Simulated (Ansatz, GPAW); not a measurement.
# SrCoS3 (model structure): optical spectrum from first principles, part 3 of 3

Aim: the dielectric function of SrCoS3 (model structure), and the optical constants that follow from it. The structure is a model built here, which may or may not match a known phase. It was built so: All O replaced by S in the Pm-3m structure of SrCoO3. The cell is first relaxed with Ansatz.

GPAW 26.7.0; DFT, LDA, plane-wave PAW (GPAW data sets), scalar-relativistic, RPA, optical limit.

So far. Step 3 (Ground state): There are states at the Fermi level within the smearing, so the occupations stay smeared and the carriers get a Drude term.

## 5. Dielectric function, RPA

Local fields let the induced charge screen the field inside the cell, which as a rule lowers ε, most along directions where the density is uneven.

This step: DFT, LDA, plane-wave PAW (GPAW data sets), scalar-relativistic, RPA, optical limit (GPAW 26.7.0).

Input file df.py:

```python
from gpaw.response.df import DielectricFunction

df = DielectricFunction('full.gpw', frequencies={'type': 'nonlinear', 'domega0': 0.03, 'omega2': 8},
                        ecut=80,
                        eta=0.15,
                        nbands=50,
                        rate=0.03,
                        txt='df.txt')
for direction in ['x']:
    df.get_dielectric_function(xc='RPA', direction=direction, filename=f'df_{direction}.csv')
```

On the command line:

```console
$ OMP_NUM_THREADS=1 python df.py
```

The log of the run:

```text
Using integrator: PointIntegrator
NonLinearFrequencyDescriptor(from 0.000 to 56.140 eV, 480 points)
Nonperiodic BCs:  [False False False]
Using integrator: PointIntegrator
NonLinearFrequencyDescriptor(from 0.000 to 56.140 eV, 480 points)
Nonperiodic BCs:  [False False False]
Using integrator: PointIntegrator

Calculating chi0 body with:
    Ground state adapter containing:
    Number of spins: 2
    Number of kpoints: 512
    Number of irreducible kpoints: 35
    Number of completely occupied states: 13
    Number of partially occupied states: 21

    Linear response parametrization:
    q_c: [0.0, 0.0, 0.0]
    Number of frequency points: 480
    Planewave cutoff: 80.0
    Number of bands: 50
    Number of planewaves: 147
    Broadening (eta): 0.15

Integrating chi0 body.

Symmetries of q_c:
    Direct symmetries (Uq -> q): 48
    Indirect symmetries (TUq -> q): 0
In total 48 allowed symmetries.

35 groups of equivalent kpoints. 93.1640625% reduction.

Integral kind: spectral function

Calculating chi0 optical extensions with:
    Ground state adapter containing:
    Number of spins: 2
    Number of kpoints: 512
    Number of irreducible kpoints: 35
    Number of completely occupied states: 13
    Number of partially occupied states: 21

    Linear response parametrization:
    Number of frequency points: 480
    Planewave cutoff: 80.0
    Number of bands: 50
    Number of planewaves: 147
    Broadening (eta): 0.15
Integrating chi0 head and wings.

Symmetries of q_c:
    Direct symmetries (Uq -> q): 48
    Indirect symmetries (TUq -> q): 0
In total 48 allowed symmetries.

35 groups of equivalent kpoints. 93.1640625% reduction.

Integral kind: spectral function wings

Calculating drude chi0 with:
    Number of frequency points:480
    Plasma frequency decay rate: 0.03 eV

    Ground state adapter containing:
    Number of spins: 2
    Number of kpoints: 512
    Number of irreducible kpoints: 35
    Number of completely occupied states: 13
    Number of partially occupied states: 21

Symmetries of q_c:
    Direct symmetries (Uq -> q): 48
    Indirect symmetries (TUq -> q): 0
In total 48 allowed symmetries.

35 groups of equivalent kpoints. 93.1640625% reduction.

Integral kind: intraband
Plasma frequency:
[[5.22+0.j 0.  +0.j 0.  +0.j]
 [0.  +0.j 5.22+0.j 0.  +0.j]
 [0.  +0.j 0.  +0.j 5.22+0.j]]
```

Wall time 38 s (1 thread of Arm Neoverse V2, shared host); peak memory 0.75 GiB.

Some rows of df_x.csv (energy; Re and Im without local fields; Re and Im with them):

```text
0.000000, 30443.381865, 0.000000, 30442.852627, 0.000000
0.555532, -98.687172, 63.975740, -98.941792, 64.109748
1.143969, -29.816474, 19.508281, -30.215766, 19.781653
1.768324, -10.751428, 6.749654, -11.349968, 7.050487
2.431988, -4.112684, 4.551300, -4.937413, 4.854018
3.138794, -0.280272, 3.034264, -1.396504, 3.086248
3.893091, 2.592595, 2.789144, 1.373064, 2.476357
4.699832, 4.626137, 5.256626, 3.208974, 4.229386
5.564682, 0.538598, 7.191108, 0.671540, 6.002754
6.494155, -0.082786, 4.805239, 0.024503, 4.132124
7.495775, 0.861922, 3.799273, 0.711113, 3.219993
8.578281, 1.553676, 4.363808, 1.384100, 3.382086
9.751884, -0.443240, 4.840286, 0.034153, 4.019998
11.028587, -1.171364, 3.206785, -0.743539, 2.776582
12.422601, -1.475300, 2.094676, -0.876035, 1.812163
13.950874, -0.580402, 1.305997, -0.268922, 1.124706
15.633783, -0.420172, 0.976857, 0.104710, 1.114033
17.496047, -0.092124, 0.599682, 0.110312, 0.983675
```

Sum at mesh points, not converged in k. The Im ε, E ∥ x by photon energy; read off at these points:

| photon energy (eV) | Im ε, E ∥ x |
| --- | --- |
| 0.50 | 76.3 |
| 1.00 | 25.1 |
| 1.50 | 10.2 |
| 2.00 | 6.36 |
| 2.50 | 4.64 |
| 3.00 | 3.35 |
| 3.50 | 2.68 |
| 4.00 | 2.57 |
| 4.50 | 3.82 |
| 5.00 | 5.36 |
| 5.42 | 6.31 |
| 5.50 | 6.19 |
| 6.00 | 4.32 |
| 6.50 | 4.11 |
| 7.00 | 3.24 |
| 7.50 | 3.22 |
| 8.00 | 2.96 |
| 8.50 | 3.37 |
| 9.00 | 4.45 |
| 9.09 | 4.58 |
| 9.50 | 3.99 |
| 10.00 | 3.82 |
| 10.50 | 3.32 |
| 11.00 | 2.80 |
| 11.50 | 2.57 |
| 12.00 | 2.14 |
| 12.50 | 1.72 |
| 13.00 | 1.43 |
| 13.50 | 1.25 |
| 14.00 | 1.12 |
| 14.50 | 1.08 |
| 15.00 | 1.07 |
| 15.50 | 1.10 |
| 16.00 | 1.07 |
| 16.50 | 1.12 |
| 17.00 | 0.977 |
| 17.50 | 0.983 |
| 18.00 | 0.970 |
| 18.50 | 0.875 |
| 19.00 | 0.785 |

Values under 1 per cm are given as 1; sum at mesh points, not converged in k. Table of absorption coefficient, E ∥ x by photon energy:

photon energy (eV), log10 absorption coefficient, E ∥ x (1/cm) and a bar from the least value:
```
    0.492        5.8 ###########
    1.010        5.8 #############
    1.486        5.8 #############
    1.985        5.8 ############
    2.508        5.8 ############
    3.018        5.7 #########
    3.510        5.6 ####
    3.980        5.5 
    4.516        5.7 ######
    4.981        5.8 #############
    5.515        6.0 ####################
    6.021        5.9 ###################
    6.494        6.0 ####################
    6.985        5.9 ##################
    7.496        5.9 ###################
    8.026        5.9 ##################
    8.516        6.0 ####################
    9.023        6.1 #########################
    9.483        6.1 ###########################
   10.026        6.2 #############################
   10.519        6.2 ##############################
   11.029        6.2 ##############################
   11.479        6.2 ##############################
   12.023        6.2 ##############################
   12.504        6.2 #############################
   13.000        6.1 ############################
   13.512        6.1 ##########################
   14.040        6.1 #########################
   14.493        6.0 ########################
   14.960        6.0 ########################
   15.536        6.0 ########################
   16.031        6.0 ########################
   16.541        6.1 #########################
   16.959        6.1 ########################
   17.496        6.1 #########################
   18.049        6.1 #########################
   18.504        6.1 #########################
   18.969        6.0 ########################
```

Sum at mesh points, not converged in k. The loss function −Im 1/ε at q → 0, E ∥ x by energy loss; read off at these points:

| energy loss (eV) | loss function −Im 1/ε at q → 0, E ∥ x |
| --- | --- |
| 0.50 | 0.00386 |
| 1.00 | 0.0133 |
| 1.50 | 0.0253 |
| 2.00 | 0.0626 |
| 2.50 | 0.109 |
| 3.00 | 0.228 |
| 3.50 | 0.373 |
| 4.00 | 0.257 |
| 4.50 | 0.163 |
| 5.00 | 0.149 |
| 5.50 | 0.157 |
| 6.00 | 0.231 |
| 6.50 | 0.243 |
| 7.00 | 0.297 |
| 7.50 | 0.296 |
| 7.85 | 0.310 |
| 8.00 | 0.298 |
| 8.50 | 0.256 |
| 9.00 | 0.208 |
| 9.50 | 0.250 |
| 10.00 | 0.259 |
| 10.50 | 0.290 |
| 11.00 | 0.333 |
| 11.50 | 0.356 |
| 12.00 | 0.397 |
| 12.50 | 0.466 |
| 13.00 | 0.594 |
| 13.50 | 0.733 |
| 14.00 | 0.852 |
| 14.50 | 0.923 |
| 15.00 | 0.931 |
| 15.50 | 0.897 |
| 16.00 | 0.918 |
| 16.50 | 0.887 |
| 17.00 | 1.01 |
| 17.50 | 1.00 |
| 18.00 | 1.01 |
| 18.50 | 1.13 |
| 19.00 | 1.23 |

Sum at mesh points, not converged in k. Reflectivity at normal incidence, E ∥ x against photon energy; read off at these points:

| photon energy (eV) | reflectivity at normal incidence, E ∥ x (%) |
| --- | --- |
| 0.50 | 91.0 |
| 1.00 | 83.5 |
| 1.50 | 79.9 |
| 2.00 | 67.8 |
| 2.50 | 58.6 |
| 3.00 | 41.8 |
| 3.50 | 21.8 |
| 4.00 | 13.6 |
| 4.50 | 19.3 |
| 5.00 | 25.3 |
| 5.50 | 31.2 |
| 5.77 | 31.9 |
| 6.00 | 27.7 |
| 6.50 | 28.0 |
| 7.00 | 21.0 |
| 7.50 | 20.5 |
| 8.00 | 17.6 |
| 8.50 | 19.0 |
| 9.00 | 24.2 |
| 9.50 | 26.4 |
| 10.00 | 29.3 |
| 10.50 | 30.4 |
| 11.00 | 30.5 |
| 11.50 | 30.8 |
| 12.00 | 32.6 |
| 12.50 | 33.4 |
| 13.00 | 29.9 |
| 13.50 | 25.6 |
| 14.00 | 23.0 |
| 14.50 | 18.3 |
| 15.00 | 16.6 |
| 15.50 | 14.8 |
| 16.00 | 14.4 |
| 16.50 | 15.3 |
| 17.00 | 14.7 |
| 17.50 | 14.6 |
| 18.00 | 14.2 |
| 18.50 | 14.8 |
| 19.00 | 13.5 |

Sum at mesh points, not converged in k. The Im ε, E ∥ x by photon energy; read off at these points:

| photon energy (eV) | without local fields | with local fields |
| --- | --- | --- |
| 0.50 | 76.2 | 76.3 |
| 1.00 | 24.9 | 25.1 |
| 1.50 | 9.86 | 10.2 |
| 2.00 | 6.05 | 6.36 |
| 2.50 | 4.34 | 4.64 |
| 3.00 | 3.24 | 3.35 |
| 3.50 | 2.86 | 2.68 |
| 4.00 | 2.94 | 2.57 |
| 4.50 | 4.58 | 3.82 |
| 5.00 | 6.90 | 5.36 |
| 5.37 | 7.93 | 6.29 |
| 5.42 | 7.85 | 6.31 |
| 5.50 | 7.53 | 6.19 |
| 6.00 | 5.17 | 4.32 |
| 6.50 | 4.78 | 4.11 |
| 7.00 | 3.85 | 3.24 |
| 7.50 | 3.80 | 3.22 |
| 8.00 | 3.66 | 2.96 |
| 8.50 | 4.33 | 3.37 |
| 9.00 | 5.64 | 4.45 |
| 9.09 | 5.61 | 4.58 |
| 9.50 | 4.83 | 3.99 |
| 10.00 | 4.49 | 3.82 |
| 10.50 | 3.80 | 3.32 |
| 11.00 | 3.23 | 2.80 |
| 11.50 | 2.97 | 2.57 |
| 12.00 | 2.46 | 2.14 |
| 12.50 | 1.97 | 1.72 |
| 13.00 | 1.48 | 1.43 |
| 13.50 | 1.35 | 1.25 |
| 14.00 | 1.31 | 1.12 |
| 14.50 | 1.28 | 1.08 |
| 15.00 | 1.13 | 1.07 |
| 15.50 | 1.03 | 1.10 |
| 16.00 | 0.897 | 1.07 |
| 16.50 | 0.873 | 1.12 |
| 17.00 | 0.708 | 0.977 |
| 17.50 | 0.599 | 0.983 |
| 18.00 | 0.509 | 0.970 |
| 18.50 | 0.441 | 0.875 |
| 19.00 | 0.399 | 0.785 |

From ε follow the optical constants at some laser and lamp lines:

| wavelength (nm) | n | k | R (%) | 1/α |
| --- | --- | --- | --- | --- |
| 1550 | 2.25 | 7.516 | 86.6 | 16 nm |
| 633 | 1.05 | 3.068 | 69.2 | 16 nm |
| 532 | 1.01 | 2.581 | 62.2 | 16 nm |
| 450 | 0.92 | 1.971 | 51.4 | 18 nm |
| 365 | 1.10 | 1.222 | 25.4 | 24 nm |
| 248 | 2.08 | 1.287 | 25.3 | 15 nm |
| 193 | 1.50 | 1.432 | 27.7 | 11 nm |

A polished face would reflect 63 % of daylight and look faintly yellow (CIE x = 0.333, y = 0.352 under D65).

## 6. Outcome

At this level (LDA, RPA) SrCoS3 is a metal. The mesh is too coarse to trust the carriers' weight, the reflectivity or the colour to better than tens of per cent. The cell shrank by 8.2 % in volume. A polished face would reflect 63 % of daylight and look faintly yellow (CIE x = 0.333, y = 0.352 under D65). The carriers' damping of 0.03 eV is typed, not computed; it shapes the response at the lowest energies. The magnetic state comes from one start and need not be the lowest. The curves end at 19 eV, about where the summed bands run out. In this version of GPAW the matrix elements of the optical limit are incomplete, which can lower ε − 1 by up to a tenth where first-row anions or d states rule, and shift it by more in d metals. GPAW's carrier term has the form −ωp²/(ω + i·rate)², which damps like twice the rate and fails at low energy, so the curves leave the lowest energies out. The sum runs over mesh points 0.18 Å⁻¹ apart with no interpolation, so peaks are partly noise of the mesh, and the Drude plasma energy, a sum over the Fermi surface, isn't converged.

[Machine, clock and banner lines and Python warnings are left out of the logs.]

[Logs are printed without paths, hosts, clocks, repeated set-up lines and the standing remarks that a program may print on its own settings, such as how far it seeks lower states.]

[Hosts, paths, dates, database ids (printed as entryN), source tags and the programs' standing remarks are cut or masked in the printed files.]
